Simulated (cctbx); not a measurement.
# BeAg2HgBr6 across an absorption edge

Space group Fm-3m (no. 225), a = 10.1170 Å, b = 10.1170 Å, c = 10.1170 Å, α = 90.00°, β = 90.00°, γ = 90.00°.

```csv
atom,mult.,x,y,z,Ueq (Å²)
Hg1,4,1/2,0,0,0.0028
Ag1,8,1/4,1/4,3/4,0.0029
Br1,24,0.2331,0,0,0.0035
Be1,4,0,0,0,0.0057
```

This is a model crystal, built by substitution and not relaxed, with assumed displacement parameters.

Calculated with cctbx: free-atom f′ and f″ from the Sasaki tables, no fine structure; amplitudes in electrons.

```
E (eV)  F 3 3 3  F 0 4 2  F 0 2 2  F 2 2 2
 24914    427.5    199.5    368.7    687.6
 25264    427.6    205.8    362.4    681.4
 25394    427.6    211.1    357.0    676.0
 25454    427.6    216.2    351.8    670.9
 25484    427.6    221.3    346.7    665.8
 25499    427.6    226.2    341.7    660.8
 25506    427.6    230.3    337.5    656.6
 25510    427.6    234.9    333.0    652.0
 25518    427.6    243.5    325.0    643.1
 25522    427.6    232.2    336.2    654.3
 25529    427.6    226.5    341.9    660.0
 25544    427.6    220.6    347.9    666.0
 25574    427.6    214.9    353.5    671.7
 25664    427.6    207.6    360.9    679.1
 25914    427.6    199.7    368.7    687.0
```

**Question.** Which edge is crossed, and why do the reflections move as they do?

The K edge of Ag. The edge is at 25514 eV. f′ of Ag falls from -4.8 e at 25394 eV to -7.8 e at 4 eV below it, and f″ steps from 0.55 to 3.62 e across it. Over that approach |F| changes by +0 % (3 3 3), +11 % (0 4 2), -7 % (0 2 2) and -4 % (2 2 2): a reflection falls where Ag scatters in phase with the total and rises where it scatters against it; it hardly moves where the Ag term is small or cancels by symmetry. Above the edge the larger f″ enters the imaginary part, where it can add to or cancel the other atoms' f″. The structure is centrosymmetric, so Friedel mates stay equal.

[Logs are printed without paths, hosts, clocks, repeated set-up lines and the standing remarks that a program may print on its own settings, such as how far it seeks lower states.]
